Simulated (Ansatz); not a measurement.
## Work function of Ag(110): what the settings cost and change

How far do cutoff, k-mesh and smearing move the work function of Ag(110)?

Calculated with Ansatz 0.2.0; plane-wave DFT, PBE, Ansatz PAW.

The experiments to compare with:

For Ag (clean (110) face, a compiled value), “Anisotropic work function of elemental crystals” (2019, arxiv:1902.07811) quotes earlier work: work function (clean (110) face, a compiled value) 4.1 eV.

### Step 1. Set-up

The cell holds 7 atoms: 7 Ag. Cell: a = 4.090 Å, b = 2.892 Å, c = 26.676 Å, α = 90.0°, β = 90.0°, γ = 90.0°. Vacuum lies along c.

Structure file:

```cif
data_structure
_symmetry_space_group_name_H-M 'P 1'
_symmetry_Int_Tables_number 1
_cell_length_a 4.0900
_cell_length_b 2.8921
_cell_length_c 26.6762
_cell_angle_alpha 90.000
_cell_angle_beta 90.000
_cell_angle_gamma 90.000
_cell_volume 315.54
loop_
_atom_site_label
_atom_site_type_symbol
_atom_site_fract_x
_atom_site_fract_y
_atom_site_fract_z
_atom_site_occupancy
Ag1 Ag 0.00000 0.00000 0.33738 1
Ag2 Ag 0.50000 0.50000 0.39159 1
Ag3 Ag 0.00000 0.00000 0.44579 1
Ag4 Ag 0.50000 0.50000 0.50000 1
Ag5 Ag 0.00000 0.00000 0.55421 1
Ag6 Ag 0.50000 0.50000 0.60841 1
Ag7 Ag 0.00000 0.00000 0.66262 1
```

### Step 2. Run, setting cutoff 200 eV

A work function rests on the faint tail of the density, so the SCF threshold is tight. The cutoff is raised first; then mesh and smearing are varied at the default cutoff.

Contents of input.yaml:

```yaml
crystal:
  lattice:
    - [4.09, 0.0, 0.0]
    - [0.0, 2.8920667351, 0.0]
    - [0.0, 0.0, 26.6762002052]
  atoms:
    - { symbol: Ag, position: [0.0, 0.0, 0.3373793843] }
    - { symbol: Ag, position: [0.5, 0.5, 0.3915862562] }
    - { symbol: Ag, position: [0.0, 0.0, 0.4457931281] }
    - { symbol: Ag, position: [0.5, 0.5, 0.5] }
    - { symbol: Ag, position: [0.0, 0.0, 0.5542068719] }
    - { symbol: Ag, position: [0.5, 0.5, 0.6084137438] }
    - { symbol: Ag, position: [0.0, 0.0, 0.6626206157] }
kpoints:
  mp_grid: { grid: [10, 14, 1] }
hamiltonian:
  xc: pbe
scf:
  occupations: { method: fermi_dirac, width: 0.1 }
  convergence: { dr2_threshold: 1.0e-09 }
efield:
  axis: 3
  dipole_correction: true
  ramp_position: 0.97
  ramp_width: 0.06
basis:
  ecutwfc: "200 eV"
output:
  write_potential: true
  write_density: true
  volumetric_format: npy
  elf: true
```

The run is started by

```sh
ansatz run input.yaml --threads 2 --pin off --max-ram 3072MiB --backend cpu --events-out ev --progress --plain --runs-dir out
```

Numbers of over 12 decimals in the logs are rounded to 6 here.

Output:

```text
Warning: basis.ecutwfc = 200 eV is below the records' recommended 420 eV, and the density's cutoff is lower with it unless basis.ecutrho_ratio is high enough to keep the records' density cutoff: compare with a run at a higher cutoff
Engine: ansatz 0.2.0, aarch64-unknown-linux-gnu
Pseudopotentials: kind: paw
Pseudopotential: Ag, paw, valence charge 19, recommended cutoff 420 eV (normal), Ag.paw.azcp
Functional definition: PBE
  parameter kappa = 0.804
  parameter beta = 0.066725
  exchange = pbe_x(kappa = kappa, mu = beta*pi^2/3)
  correlation = pbe_c(beta = beta)
Crystal: 7 atoms, lattice volume = 315.541 Å³
Basis set: ecut = 200 eV, 2031 PW (Γ)
Bands: 80, of which v1, the nominal top of the filled ones, is band 67 counted from 1 (66 counted from 0)
Symmetry: 4 space group operations
k-points: 48 of 140
Non-local potential: Ag, projectors of the file, l = 0: 3, l = 1: 2, l = 2: 2, l = 3: 1
PAW form: soft (Blöchl's): semilocal exchange-correlation on the pseudo side does not see the compensation charge
PAW one-centre angular grid: Ag, 590 points (default); XC on 64 Gauss nodes
Initial density: superposition of atomic densities (neutral atoms: chi_scale 0, normalization atom), corrected by the library's trained network
Initial wavefunctions: pseudopotential atomic-orbital guess
Functional: x = pbe(κ = 0.804, μ = 0.219515), c = pbe(β = 0.066725)
SCF iter   1: F=—  HF=-53066.299008 eV  |F-HF|=—  |Δ(HF+E_count)|=         —  Δρ=1.01e-1  dr2=1.72e1  ethr=1.77e-3  p=-0.000 e·Å  D=-3.17e-14 V/Å  ΔV_dip=0.00 eV  dr2_dipole=2.27e-9  V_vac-E_F(+/−)=3.61/3.61 eV  ⟨swp⟩=7.2  Hψ=14915  notcnv=0  defer=65
efield: sawtooth ramp at fractional position 0.9700 (set: `efield.ramp_position`, or a place that a band, a saddle search or an elastic batch's reference lends), width 0.0600; the density the first Hamiltonian is built on has a dipole p = -0.000 e·Å; the dipole correction subtracts the counter field D = -3.17e-14 V/Å, which shifts the + side's vacuum level by +0.00 eV against the − side's; the planar-averaged density in the ramp window peaks in size at 1.4e-5 e/Å³
preconditioner: auto → LDOS  [metal: Δε(μ)=0.016 eV  Ē_g=8.573 eV  σ=0.100 eV  W_gap=0.04  n_scr=64 (ndim 8)  ℏωp=18.3 eV  f_vac=0.575  D(μ)=2.14/eV (n_scr^D=8)  β→1.0]
SCF iter   2: F=—  HF=-53068.676620 eV  |F-HF|=—  |Δ(HF+E_count)|=    2.38e0  Δρ=1.01e-1  dr2=2.62e1  ethr=1.77e-3  p=0.000 e·Å  D=4.79e-5 V/Å  ΔV_dip=-0.00 eV  dr2_dipole=3.13e-7  V_vac-E_F(+/−)=4.89/4.89 eV  ⟨swp⟩=3.1  Hψ=10363  notcnv=0  defer=199
SCF iter   3: F=—  HF=-53058.885268 eV  |F-HF|=—  |Δ(HF+E_count)|=    9.79e0  Δρ=9.30e-3  dr2=2.73e-1  ethr=1.77e-3  p=0.000 e·Å  D=2.91e-6 V/Å  ΔV_dip=-0.00 eV  dr2_dipole=5.60e-9  V_vac-E_F(+/−)=4.60/4.60 eV  ⟨swp⟩=3.0  Hψ=8691  notcnv=0  defer=197
SCF iter   4: F=—  HF=-53058.824779 eV  |F-HF|=—  |Δ(HF+E_count)|=   6.05e-2  Δρ=2.40e-3  dr2=4.30e-2  ethr=2.05e-4  p=0.000 e·Å  D=1.49e-5 V/Å  ΔV_dip=-0.00 eV  dr2_dipole=3.12e-9  V_vac-E_F(+/−)=4.46/4.47 eV  ⟨swp⟩=2.1  Hψ=6725  notcnv=0  defer=192
SCF iter   5: F=—  HF=-53058.816434 eV  |F-HF|=—  |Δ(HF+E_count)|=   8.35e-3  Δρ=7.95e-4  dr2=2.31e-3  ethr=3.24e-5  p=-0.000 e·Å  D=-1.13e-6 V/Å  ΔV_dip=0.00 eV  dr2_dipole=1.12e-12  V_vac-E_F(+/−)=4.55/4.55 eV  ⟨swp⟩=2.0  Hψ=5647  notcnv=0  defer=192
SCF iter   6: F=—  HF=-53058.815867 eV  |F-HF|=—  |Δ(HF+E_count)|=   5.67e-4  Δρ=1.45e-4  dr2=1.22e-4  ethr=1.73e-6  p=0.000 e·Å  D=1.61e-6 V/Å  ΔV_dip=-0.00 eV  dr2_dipole=2.49e-10  V_vac-E_F(+/−)=4.56/4.57 eV  ⟨swp⟩=2.0  Hψ=5755  notcnv=0  defer=192
SCF iter   7: F=—  HF=-53058.815960 eV  |F-HF|=—  |Δ(HF+E_count)|=   9.27e-5  Δρ=7.64e-5  dr2=1.90e-5  ethr=9.19e-8  p=-0.000 e·Å  D=-2.40e-6 V/Å  ΔV_dip=0.00 eV  dr2_dipole=4.62e-10  V_vac-E_F(+/−)=4.57/4.58 eV  ⟨swp⟩=2.1  Hψ=7010  notcnv=0  defer=192
SCF iter   8: F=—  HF=-53058.815941 eV  |F-HF|=—  |Δ(HF+E_count)|=   1.89e-5  Δρ=1.32e-5  dr2=6.01e-7  ethr=1.43e-8  p=0.000 e·Å  D=6.03e-8 V/Å  ΔV_dip=-0.00 eV  dr2_dipole=3.53e-12  V_vac-E_F(+/−)=4.57/4.58 eV  ⟨swp⟩=2.0  Hψ=5498  notcnv=0  defer=192
SCF iter   9: F=—  HF=-53058.815966 eV  |F-HF|=—  |Δ(HF+E_count)|=   2.53e-5  Δρ=3.37e-6  dr2=4.12e-8  ethr=4.52e-10  p=0.000 e·Å  D=9.53e-9 V/Å  ΔV_dip=-0.00 eV  dr2_dipole=4.31e-14  V_vac-E_F(+/−)=4.57/4.58 eV  ⟨swp⟩=2.4  Hψ=7467  notcnv=0  defer=192
SCF iter  10: F=—  HF=-53058.815966 eV  |F-HF|=—  |Δ(HF+E_count)|=   3.05e-8  Δρ=9.36e-7  dr2=3.01e-9  ethr=3.10e-11  p=-0.000 e·Å  D=-3.75e-8 V/Å  ΔV_dip=0.00 eV  dr2_dipole=8.63e-14  V_vac-E_F(+/−)=4.57/4.58 eV  ⟨swp⟩=2.1  Hψ=5591  notcnv=0  defer=192
SCF iter  11: F=-53058.815966 eV  HF=-53058.815966 eV  |F-HF|=1.24e-10  |Δ(HF+E_count)|=   3.32e-9  Δρ=1.81e-7  dr2=1.74e-10  ethr=1.00e-12  p=0.000 e·Å  D=4.11e-8 V/Å  ΔV_dip=-0.00 eV  dr2_dipole=5.70e-14  V_vac-E_F(+/−)=4.57/4.58 eV  ⟨swp⟩=13.6  Hψ=12913  notcnv=0
WARN: efield: at this solve's end the planar-averaged density reaches 8.24e-5 e/Å³ inside the ramp window [0.9325, 0.0675] (bound 1e-5 e/Å³), and 6.86e-5 e/Å³ on another of its planes; the window's nearer edge stands 7.20 Å from this solve's nearest atom along the axis. Its work functions, free energy, forces, stress, dipole, levels and responses can be off, and this figure does not tell by how much. A short vacuum, a low `basis.ecutwfc` or `basis.ecutrho_ratio` and negative occupations (`scf.occupations.method`) can put density there. See the manual's quickstart, § The vacuum guard
SCF 1 converged in 11 iterations: F = -53058.815966 eV  dr2 = 1.74e-10
  greatest PAW one-centre occupation: 1.046 electrons in one spin orbital (limit 2), on the Ag atom at site 0 (counted from 0), in its partial waves of l = 2
WARN: The output density's exchange-correlation potential varies sharply where the density is thin. Do not read a vacuum level from v_tot or v_xc, or from such a field of the output density. On a cell that repeats whose density bears no net charge and no dipole along the vacuum's axis use v_es (v_loc + v_h of the components); under efield.dipole_correction with no amplitude use v_es + v_field, which holds any externa [...]
SCF converged after 11 iterations
Free energy (F): -53058.815966 eV
Harris-Foulkes:  -53058.815966 eV  (|F-HF|=1.24e-10)
Internal energy: -53058.753405 eV  (E = F + TS)
E sigma→0 (E₀):  -53058.784686 eV
Entropy (-TS):   -0.062562 eV (-8.937 meV/atom)
Fermi energy:    3.923788 eV
Dipole field:    D = -0.000000 V/Å  (p = -0.000000 e·Å, saw-weighted, corrected)
Work function:   Φ+ = 4.5744 eV (in doubt: plateau slope 2.6e-2 eV/Å)   Φ− = 4.5783 eV (in doubt: plateau slope 2.3e-2 eV/Å)
Levels:          The Fermi level and band energies are counted from a zero that moves with the ramp; work functions are not
Vacuum region:   at the solve's end the planar-averaged density reaches 8.24e-5 e/Å³ inside the ramp window [0.9325, 0.0675] (bound 1e-5 e/Å³), and 6.86e-5 e/Å³ on another of its planes
--- Per-component energies (eV) ---
  E_band       = -3587.699955
  E_kinetic    = 3935.537547
  E_local      = -248585.414623  (includes V_loc(G=0)·N_el)
  E_nonlocal   = 368.917812
  E_hartree    = 122633.643379
  E_xc         = -1338.964519
  E_vxc        = -1702.139413  (∫ρ·V_xc dr)
  E_paw        = -27264.392600  (= ΣΔE_a)
  E_vpaw       = -2871.925571  (= ΣTr[D̂ρ^β])
  E_aug_tail   = 0.037171  (compensation charges beyond the density's cutoff)
  E_efield     = 0.000000  (sawtooth field / dipole correction)
  E_vefield    = 0.000000  (∫n·V_field dr)
  E_ewald      = 97191.882428
  E_smearing   = -0.062562  (= −TS)
  E_closure    = 0.000000  (closes the sum)
  Σ components = -53058.815966   (vs F -53058.815966, Δ=0.00e0)
--- Band table (eV; the first three rows and the last of 48) ---
  k-point 0: bands = [... 63 lower, 0.3386, 0.3564, 0.8306, 2.4548, 4.3257, 6.2410, 6.3231, 7.5146, ... 9 higher]
  k-point 1: bands = [... 63 lower, 0.3947, 0.4766, 0.8015, 2.4999, 4.4118, 6.3325, 6.5692, 7.6048, ... 9 higher]
  k-point 2: bands = [... 63 lower, 0.3789, 0.4899, 0.9332, 2.7540, 4.7403, 6.6606, 7.1933, 7.8847, ... 9 higher]
  k-point 47: bands = [... 63 lower, 4.2491, 4.3087, 5.7073, 5.9065, 7.3168, 7.3444, 7.5242, 7.6605, ... 9 higher]
```

Run time: 78 s. Hardware: 2 threads of Arm Neoverse N1, shared host; peak memory 0.62 GiB.

This step gave:

- energy at zero smearing: -53058.7847 eV
- work function, upper face: 4.574 eV

Running mean over 1.446 Å of the planar mean; the ramp of the sawtooth is left out. The electron's electrostatic potential energy less the Fermi level by z:

z (Å), electron's electrostatic potential energy less the Fermi level (eV) and a bar from the least value:
```
        4       4.47 ##############################
        5       4.40 ##############################
        6       4.29 #############################
        7       3.92 ############################
        8       0.72 ####################
        9      -5.14 ###
       10      -6.16 
       11      -6.28 
       12      -6.28 
       13      -6.28 
       14      -6.28 
       15      -6.29 
       16      -6.26 
       17      -6.05 #
       18      -3.73 #######
       19       2.50 ########################
       20       4.11 #############################
       21       4.33 ##############################
       22       4.43 ##############################
       23       4.49 ##############################
```

Electrostatic potential energy in the ca plane at fractional y = 0.000, with atoms of Ag within 0.2 Å of it. With pseudopotentials it is smooth inside the atoms' cores, unlike the true potential.

Ten even steps from '0' (-38 eV) to '9' (8 eV), each cell a mean:
```
99985200379851002788510037985100379999999999
99997533589974335899743368997433689999999999
99999877899988778999887789998877899999999999
99999999999999999999999999999999999999999999
99999999999999999999999999999999999999999999
99999999999999999999999999999999999999999999
99999999999999999999999999999999999999999999
99999988999998889999988899999888999999999999
99998655789986557899865578998655799999999999
99996311479862014798620147986201489999999999
99985100268850002688400026884000279999999999
```
Columns run along c (16.0 Å, from fractional 0.25 to 0.85 of the cell; values clipped at the 3rd and 97th percentile), rows up along a (4.1 Å). Atoms in or near the plane, at fractional coordinates: Ag at (0.34, 0.00), Ag at (0.45, 0.00), Ag at (0.55, 0.00), Ag at (0.66, 0.00).

ELF in the ca plane at fractional y = 0.000, with atoms of Ag within 0.2 Å of it. It is the smooth field of the valence electrons, not physical close to the nuclei.

Ten even steps from '0' (0.00) to '9' (0.84), each cell a mean:
```
00114688532146885221468752214687531000000000
00012465411124553121245531212565421000000000
00011232112111221122122211121222210000000000
00001111222221112222211122222111100000000000
00000011223221112222211122232111000000000000
00000000233321002222210022232100000000000000
00000111222221112222211122222112100000000000
00011121122221111222211112222111110000000000
00012344211113442111134421111344311000000000
00113677522136765221367642213676521000000000
00124799632147996321479863224798631000000000
```
Columns run along c (16.0 Å, from fractional 0.25 to 0.85 of the cell), rows up along a (4.1 Å). Atoms in or near the plane, at fractional coordinates: Ag at (0.34, 0.00), Ag at (0.45, 0.00), Ag at (0.55, 0.00), Ag at (0.66, 0.00).

Valence density in the ca plane at fractional y = 0.000, with atoms of Ag within 0.2 Å of it. It is the smooth field of the valence electrons, not physical close to the nuclei.

Ten steps, logarithmic in the rise over the least value, from '0' (0 e/Å³) to '9' (18 e/Å³), each cell a mean:
```
00014799731247996312589863125898630000000000
00002566421135764211357642113576410000000000
00001233211112332111123321111233100000000000
00000011111111111111111111111110000000000000
00000000111111011111110111111100000000000000
00000000111111001111110011111100000000000000
00000001111111111111111111111100000000000000
00000121111111221111112211111121100000000000
00002455311124553111245531112455310000000000
00014688631147886211478852114787520000000000
00015899741258997312589973125899730000000000
```
Columns run along c (16.0 Å, from fractional 0.25 to 0.85 of the cell), rows up along a (4.1 Å). Atoms in or near the plane, at fractional coordinates: Ag at (0.34, 0.00), Ag at (0.45, 0.00), Ag at (0.55, 0.00), Ag at (0.66, 0.00).

The work function is 4.574 eV. The program marks this work function as in doubt.

### Step 3. Slab

input.yaml, as its differences from that of step 2:

```diff
@@ -26,3 +26,3 @@
 basis:
-  ecutwfc: "200 eV"
+  ecutwfc: "300 eV"
 output:
@@ -31,2 +31 @@
   volumetric_format: npy
-  elf: true
```

Output:

```text
[...]
Crystal: 7 atoms, lattice volume = 315.541 Å³
Basis set: ecut = 300 eV, 3657 PW (Γ)
Bands: 80, of which v1, the nominal top of the filled ones, is band 67 counted from 1 (66 counted from 0)
Symmetry: 4 space group operations
k-points: 48 of 140
[...]
k-point 0: bands = [... 63 lower, 1.0956, 1.2100, 1.2198, 2.6409, 4.4417, 6.2566, 6.3392, 7.7259, ... 9 higher]
  k-point 1: bands = [... 63 lower, 1.1230, 1.1670, 1.2410, 2.7169, 4.5465, 6.4489, 6.5021, 7.8205, ... 9 higher]
  k-point 2: bands = [... 63 lower, 1.0870, 1.2034, 1.3115, 2.9417, 4.8433, 6.7584, 7.1637, 8.0987, ... 9 higher]
  k-point 47: bands = [... 63 lower, 4.2338, 4.3068, 5.7318, 5.9468, 7.5437, 7.6693, 7.6922, 7.9401, ... 9 higher]
[key lines of the parts left out:]
SCF converged after 9 iterations
Free energy (F): -53131.796395 eV
Fermi energy:    4.034717 eV
Dipole field:    D = 0.000000 V/Å  (p = 0.000000 e·Å, saw-weighted, corrected)
Work function:   Φ+ = 4.1213 eV   Φ− = 4.1214 eV
```

It took 1.9 min on 2 threads; peak memory 0.92 GiB; 3.3 min of CPU time.

The work function is 4.121 eV, -0.453 eV from the run “cutoff 200 eV”, at 1.5 times its CPU time.

### Step 4. Run

input.yaml, as its differences from that of step 3:

```diff
@@ -26,3 +26,3 @@
 basis:
-  ecutwfc: "300 eV"
+  ecutwfc: "420 eV"
 output:
```

Output:

```text
[...]
Crystal: 7 atoms, lattice volume = 315.541 Å³
Basis set: ecut = 420 eV, 6169 PW (Γ)
Bands: 80, of which v1, the nominal top of the filled ones, is band 67 counted from 1 (66 counted from 0)
Symmetry: 4 space group operations
k-points: 48 of 140
[...]
k-point 0: bands = [... 63 lower, 1.1181, 1.2337, 1.2345, 2.6476, 4.4441, 6.2494, 6.3407, 7.7675, ... 9 higher]
  k-point 1: bands = [... 63 lower, 1.1483, 1.1912, 1.2562, 2.7228, 4.5474, 6.4491, 6.4935, 7.8622, ... 9 higher]
  k-point 2: bands = [... 63 lower, 1.1127, 1.2294, 1.3257, 2.9470, 4.8445, 6.7594, 7.1569, 8.1415, ... 9 higher]
  k-point 47: bands = [... 63 lower, 4.2300, 4.3032, 5.7261, 5.9413, 7.5380, 7.6705, 7.6928, 7.9383, ... 9 higher]
[key lines of the parts left out:]
SCF converged after 8 iterations
Free energy (F): -53132.547297 eV
Fermi energy:    4.035171 eV
Dipole field:    D = -0.000000 V/Å  (p = -0.000000 e·Å, saw-weighted, corrected)
Work function:   Φ+ = 4.1199 eV   Φ− = 4.1199 eV
```

It took 2.8 min on 2 threads; peak memory 1.4 GiB.

The work function is 4.120 eV, -0.454 eV from the run “cutoff 200 eV”, at 2.2 times its CPU time.

### Step 5. Run

input.yaml, as its differences from that of step 4:

```diff
@@ -26,3 +26,3 @@
 basis:
-  ecutwfc: "420 eV"
+  ecutwfc: "600 eV"
 output:
```

Output:

```text
[...]
Crystal: 7 atoms, lattice volume = 315.541 Å³
Basis set: ecut = 600 eV, 10481 PW (Γ)
Bands: 80, of which v1, the nominal top of the filled ones, is band 67 counted from 1 (66 counted from 0)
Symmetry: 4 space group operations
k-points: 48 of 140
[...]
k-point 0: bands = [... 63 lower, 1.1176, 1.2332, 1.2341, 2.6475, 4.4439, 6.2493, 6.3403, 7.7682, ... 9 higher]
  k-point 1: bands = [... 63 lower, 1.1478, 1.1907, 1.2558, 2.7226, 4.5472, 6.4487, 6.4933, 7.8630, ... 9 higher]
  k-point 2: bands = [... 63 lower, 1.1122, 1.2289, 1.3254, 2.9468, 4.8443, 6.7590, 7.1567, 8.1423, ... 9 higher]
  k-point 47: bands = [... 63 lower, 4.2300, 4.3031, 5.7260, 5.9411, 7.5378, 7.6703, 7.6926, 7.9381, ... 9 higher]
[key lines of the parts left out:]
SCF converged after 9 iterations
Free energy (F): -53132.560750 eV
Fermi energy:    4.035045 eV
Dipole field:    D = 0.000000 V/Å  (p = 0.000000 e·Å, saw-weighted, corrected)
Work function:   Φ+ = 4.1196 eV   Φ− = 4.1196 eV
```

Run time: 4.8 min. Hardware: 2 threads; peak memory 2.1 GiB; 8.7 min of CPU time.

The work function is 4.120 eV, -0.000 eV from the run “cutoff 420 eV”, at 1.7 times its CPU time.

### Step 6. Slab

input.yaml, as its differences from that of step 5:

```diff
@@ -14,3 +14,3 @@
 kpoints:
-  mp_grid: { grid: [10, 14, 1] }
+  mp_grid: { grid: [2, 2, 1] }
 hamiltonian:
@@ -25,4 +25,2 @@
   ramp_width: 0.06
-basis:
-  ecutwfc: "600 eV"
 output:
```

Output:

```text
[...]
Crystal: 7 atoms, lattice volume = 315.541 Å³
Basis set: ecut = 420 eV, 6169 PW (Γ)
Bands: 80, of which v1, the nominal top of the filled ones, is band 67 counted from 1 (66 counted from 0)
Symmetry: 4 space group operations
k-points: 4
[...]
k-point 0: bands = [... 63 lower, 1.2183, 1.3354, 1.4414, 2.7037, 4.4698, 6.3574, 6.3759, 7.7161, ... 9 higher]
  k-point 1: bands = [... 63 lower, 3.7974, 3.8050, 4.2621, 4.3455, 5.0837, 5.3025, 5.8501, 8.1027, ... 9 higher]
  k-point 2: bands = [... 63 lower, 1.2456, 1.2776, 1.5799, 1.9914, 2.6059, 3.3841, 4.1694, 5.0586, ... 9 higher]
  k-point 3: bands = [... 63 lower, 4.3113, 4.4203, 5.7203, 6.0322, 7.5230, 7.8190, 7.8802, 7.9669, ... 9 higher]
[key lines of the parts left out:]
SCF converged after 13 iterations
Free energy (F): -53129.976883 eV
Fermi energy:    4.248020 eV
Dipole field:    D = 0.000000 V/Å  (p = 0.000000 e·Å, saw-weighted, corrected)
Work function:   Φ+ = 3.8626 eV   Φ− = 3.8626 eV
```

The job ended after 11 s (2 threads; peak memory 0.56 GiB; 16 s of CPU time).

The work function is 3.863 eV, -0.257 eV from the run “cutoff 420 eV”, at 0.054 times its CPU time.

(Continued in part 2 of 2.)

[Logs are printed without paths, hosts, clocks, repeated set-up lines and the standing remarks that a program may print on its own settings, such as how far it seeks lower states.]

[Hosts, paths, dates, database ids (printed as entryN), source tags and the programs' standing remarks are cut or masked in the printed files.]

[Maps of the electrostatic potential energy from Ansatz leave out the sawtooth potential of an applied field or a dipole correction, so their vacuum need not be flat; planar profiles and work functions include it.]
